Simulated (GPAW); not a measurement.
# N K-edge XANES of TaN (P-6m2), part 4 of 4

Aim: the dependence of the N K near-edge features of TaN (P-6m2) on volume.

GPAW 26.7.0; X-ray absorption from dipole matrix elements to empty bands, plane-wave PAW LDA.

So far. Step 10 (Spectrum with XCH, N atom 2): Against the first run the r.m.s. difference is 6 %. The highest intensity below 16 eV goes from 2.6 eV (2.52) to 2.4 eV (2.62).

## 12. Spectrum with XCH, N atom 2

Shorter bonds are expected to push antibonding states and scattering resonances up, and longer ones down; the cell is scaled to test that.

Changed against the first core-hole run: volume scale from 1 to 1.06.

Input file xas.py:

```python
import numpy as np
from ase import Atoms
from ase.parallel import parprint, paropen
from gpaw import GPAW, PW, FermiDirac, Mixer, MixerDif, setup_paths
from gpaw.test import gen
setup_paths.insert(0, '.')
gen('N', name='fch1s', xcname='LDA', corehole=(1, 0, 1), write_xml=True)
from gpaw.mpi import world
world.barrier()

atoms = Atoms('Ta8N8',
    cell=[[0, 0, -5.87908753],
     [2.99562247, -5.18857032, 0],
     [-2.99562247, -5.18857032, 0]],
    scaled_positions=[[0.75, 0, 0],
     [0.75, 0.5, 0],
     [0.25, 0, 0],
     [0.75, 0, 0.5],
     [0.25, 0.5, 0],
     [0.75, 0.5, 0.5],
     [0.25, 0, 0.5],
     [0.25, 0.5, 0.5],
     [0, 0.16666667, 0.66666667],
     [0, 0.66666667, 0.66666667],
     [0.5, 0.16666667, 0.66666667],
     [0, 0.16666667, 0.16666667],
     [0.5, 0.66666667, 0.66666667],
     [0, 0.66666667, 0.16666667],
     [0.5, 0.16666667, 0.16666667],
     [0.5, 0.66666667, 0.16666667]],
    pbc=True)
atoms.calc = calc = GPAW(legacy_gpaw=True, mode=PW(500, force_complex_dtype=True), xc='LDA', setups={8: 'fch1s'},
    kpts={'size': (4, 5, 5), 'gamma': True}, occupations=FermiDirac(0.1),
    charge=-1, mixer=Mixer(0.1, 5, 50), maxiter=150,
    convergence={'density': 0.0001, 'eigenstates': 1e-6}, txt='scf.txt')
energy = atoms.get_potential_energy() + calc.get_reference_energy()
ef = calc.get_fermi_level()
out = dict(energy=energy, fermi=ef, forces=atoms.get_forces().tolist())
parprint(f'all-electron energy {energy:.4f} eV, Fermi level {ef:.4f} eV')
ev = np.array([[calc.get_eigenvalues(k, s) for k in range(len(calc.get_ibz_k_points()))] for s in range(calc.get_number_of_spins())])
out['homo'], out['lumo'], out['counts'] = ev[ev < ef].max(), ev[ev > ef].min(), sorted(set((ev < ef).sum((0, 2)).tolist()))
out['filled'] = (ev[:, 0] < ef).sum(1).tolist()

from ase.units import Ha
from gpaw.xas import dipole_matrix_elements
nb = int(calc.get_number_of_electrons() / 2) + 152
top, nb = nb, nb + 8 + nb // 12
nscf = calc.fixed_density(kpts={'size': (6, 7, 7), 'gamma': True}, nbands=nb,
    convergence={'bands': top, 'eigenstates': 5e-3}, maxiter=60, txt='nscf.txt')
cell = atoms.cell.array
ops = [cell.T @ U.T @ np.linalg.inv(cell.T) for U in nscf.wfs.kd.symmetry.op_scc]
E = np.arange(-6, 34, 0.1)
fwhm = np.interp(E, [4, 25], [0.9, 3.5])
Y, X, zero, highest = 0, 0, 1e9, 1e9
for spin in range(nscf.get_number_of_spins()):
    wfs = nscf.wfs
    mine = wfs.bd.get_slice()  # this rank's bands
    A = dipole_matrix_elements(wfs.setups[8])
    eps = np.zeros((wfs.kd.nibzkpts, nb))
    d = np.zeros((3, A.shape[1], wfs.kd.nibzkpts, nb), complex)
    for kpt in wfs.kpt_u:
        if kpt.s == spin and 8 in kpt.P_ani:
            eps[kpt.k, mine] = kpt.eps_n * Ha
            d[:, :, kpt.k, mine] = (kpt.weight * wfs.nspins / 2) ** 0.5 * np.inner(A, kpt.P_ani[8])
    world.sum(eps)
    world.sum(d)
    T = np.einsum('amkn,bmkn->abkn', d, d.conj()).real
    T = sum(np.einsum('ai,ijkn,bj->abkn', R, T, R) for R in ops) / len(ops)
    empty = eps > ef
    zero, highest = min(zero, eps[empty].min()), min(highest, eps[:, top - 1].min())
    lines = [(eps, T, empty)] if spin == 0 else lines + [(eps, T, empty)]
for eps, T, empty in lines:
    f = np.einsum('aakn->akn', T).reshape(3, -1)
    x = eps.ravel() - zero
    w = np.interp(x, E, fwhm) / 2.35482
    g = np.exp(-0.5 * ((E[:, None] - x) / w) ** 2) / (w * (2 * np.pi) ** 0.5)
    Y = Y + (f * empty.ravel()) @ g.T
    X = X + (f * ~empty.ravel()) @ g.T
out.update(E=E.round(2).tolist(), xas=Y.tolist(), xes=X.tolist(), zero=zero, valid=highest - zero, nk=len(eps), nb=nb)
for i in range(0, len(E), 10):
    parprint(f'{E[i]:7.2f}', *(f'{v:10.3e}' for v in Y[:, i]))
import json
with paropen('out.json', 'w') as f:
    json.dump(out, f)
```

Started as:

```
> OMP_NUM_THREADS=1 mpirun -n 4 gpaw python xas.py
```

Numbers of over 12 decimals in the logs are rounded to 6 here.

The log of the run:

```text
Input parameters:
  charge: -1
  convergence: {density: 0.0001,
                eigenstates: 1e-06}
  kpts: {gamma: True,
         size: (4, 5, 5)}
  maxiter: 150
  mixer: {backend: pulay,
          beta: 0.1,
          method: separate,
          nmaxold: 5,
          weight: 50}
  mode: {ecut: 500.0,
         force_complex_dtype: True,
         name: pw}
  occupations: {fixmagmom: False,
[...]
*p    :     0.074148
*d    :     0.000000
--------------------------------

Diagonalizing with gridspacing h=0.050

state   all-electron     PAW
-------------------------------
2s:      -1.332146    -1.333594
2p:      -0.925852    -0.929974
*d:                   -0.063788
*f:                   -0.013854
-------------------------------
all-electron energy -3402919.8339 eV, Fermi level 13.7479 eV
[...]
32.00  1.156e-04  1.156e-04  1.336e-04
  33.00  1.192e-04  1.192e-04  1.512e-04
[key lines of the parts left out:]
Converged after 16 iterations.
Dipole moment: (-0.079546, 4.762446, -0.000000) |e|*Ang
Free energy:   -191.077876
Fermi level: 13.74786
```

Elapsed: 7 min, on 4 MPI ranks of Intel Xeon Platinum 8375C at 2.90GHz (Ice Lake), shared host; peak memory 1.2 GiB; 28 min of CPU time.

```csv
E (eV),first run,this run
-2.0,0.00,0.00
-1.0,0.00,0.00
0.0,0.56,0.60
1.0,1.91,2.06
2.0,2.32,2.64
3.0,2.41,2.42
4.0,1.94,1.92
5.0,1.56,1.33
6.0,0.78,0.55
7.0,0.46,0.61
8.0,0.71,0.84
9.0,0.75,0.65
10.0,0.73,0.91
11.0,0.97,0.84
12.0,0.73,0.64
13.0,0.66,0.74
14.0,0.70,0.68
15.0,0.58,0.60
16.0,0.57,0.61
17.0,0.60,0.55
18.0,0.53,0.41
19.0,0.41,0.30
20.0,0.32,0.30
21.0,0.34,0.37
22.0,0.40,0.44
23.0,0.45,0.48
24.0,0.47,0.51
25.0,0.49,0.56
26.0,0.53,0.64
27.0,0.62,0.75
28.0,0.73,0.81
29.0,0.80,0.79
30.0,0.77,0.75
31.0,0.72,0.80
32.0,0.73,0.91
```

Against the first run the r.m.s. difference is 11 %. The highest intensity below 16 eV goes from 2.6 eV (2.52) to 2.3 eV (2.72).

The photon energy of the zero moves by -0.07 eV.

## 13. The volumes side by side

```csv
volume,nearest distance (Å),shift of the zero (eV),maximum 1 (eV above own zero),maximum 2 (eV above own zero),maximum 3 (eV above own zero)
0.94,2.181,+0.06,2.9,9.4,11.6
0.97,2.204,+0.03,2.7,9.0,11.3
1,2.226,+0.00,2.6,8.6,11.0
1.03,2.248,-0.03,2.4,8.2,10.7
1.06,2.270,-0.07,2.3,7.9,10.4
```

The curves, each shifted by its zero's change so that they share one photon-energy axis, counted from the zero at V × 1:

```csv
E (eV),V × 0.94,V × 0.97,V × 1,V × 1.03,V × 1.06
-2.0,0.00,0.00,0.00,0.00,0.00
-1.0,0.00,0.00,0.00,0.00,0.00
0.0,0.45,0.50,0.56,0.64,0.72
1.0,1.76,1.83,1.91,2.00,2.09
2.0,2.05,2.17,2.32,2.50,2.67
3.0,2.34,2.39,2.41,2.41,2.38
4.0,2.13,2.03,1.94,1.90,1.90
5.0,1.60,1.61,1.56,1.44,1.27
6.0,1.18,0.98,0.78,0.62,0.52
7.0,0.50,0.44,0.46,0.53,0.64
8.0,0.49,0.59,0.71,0.80,0.83
9.0,0.72,0.77,0.75,0.68,0.65
10.0,0.71,0.68,0.73,0.83,0.92
11.0,0.84,0.93,0.97,0.92,0.82
12.0,0.94,0.84,0.73,0.66,0.64
13.0,0.67,0.64,0.66,0.70,0.74
14.0,0.66,0.69,0.70,0.69,0.67
15.0,0.63,0.60,0.58,0.58,0.60
16.0,0.52,0.53,0.57,0.60,0.61
17.0,0.55,0.59,0.60,0.59,0.55
18.0,0.60,0.58,0.53,0.47,0.40
19.0,0.54,0.48,0.41,0.34,0.30
20.0,0.42,0.36,0.32,0.30,0.30
21.0,0.35,0.33,0.34,0.35,0.38
22.0,0.37,0.38,0.40,0.42,0.45
23.0,0.42,0.43,0.45,0.46,0.49
24.0,0.45,0.45,0.47,0.49,0.52
25.0,0.45,0.47,0.49,0.52,0.56
26.0,0.47,0.49,0.53,0.59,0.65
27.0,0.50,0.55,0.62,0.70,0.76
28.0,0.58,0.66,0.73,0.79,0.82
29.0,0.69,0.76,0.80,0.80,0.79
30.0,0.77,0.79,0.77,0.75,0.75
31.0,0.77,0.74,0.72,0.74,0.81
32.0,0.71,0.70,0.73,0.82,0.92
```

## 14. Outcome

```
absorber and edge                               : N K, atom 2 of the ground-state input (counted from 1)
surroundings                                    : 6 Ta at 2.23 Å (trigonal prismatic, site symmetry -6m2)
highest intensity below 16 eV                   : 2.6 eV above the zero, height 2.52
photon energy of the zero, with the added terms : 395.2 eV (raw 402.9 eV; LDA puts this hole about 4 eV below PBE, itself good to a few eV)
```

**Reading.** From V × 0.94 to V × 1.06 the nearest distance grows by 0.089 Å and the zero moves by -0.12 eV. Above their own zero, the maxima move from 2.9 to 2.3 eV, from 9.4 to 7.9 eV and from 11.6 to 10.4 eV. The N K edge of atom 2, with 6 Ta at 2.23 Å (trigonal prismatic, site symmetry -6m2), has its highest intensity of the first 16 eV at 2.6 eV above the zero, near 398 eV in photon energy (LDA puts this hole about 4 eV below PBE, itself good to a few eV), 2.5 times the mean level of the first 20 eV (Gaussian full width 0.9 eV up to 4 eV, rising linearly to 3.5 eV at 25 eV). At the N K edge of atom 2 polarisation matters most near 4.6 eV, where the curves differ by 1.2 on this scale. The holes are only 5.8 Å apart, so the shape is probably not converged with cell size; no larger cell was run here. Lifetime broadening is put in by hand, and intensities beyond about 20 eV depend on it and on the partial waves; weight that the partial waves miss at high energy is lost. The structure is a published determination, not relaxed.

[Banner, clock and machine lines of the logs are left out without a mark of their own.]

[Logs are printed without paths, hosts, clocks, repeated set-up lines and the standing remarks that a program may print on its own settings, such as how far it seeks lower states.]

[Hosts, paths, dates, database ids (printed as entryN), source tags and the programs' standing remarks are cut or masked in the printed files.]

[Lists of maxima count a maximum above −3 eV only where it reaches 4 % of the highest in the window and stands out from its surroundings by 2 % of it (1.5 % where it reaches 55 %); shoulders and weaker maxima are passed over, and of the rest the first, up to two pre-edge ones and the few strongest are named.]
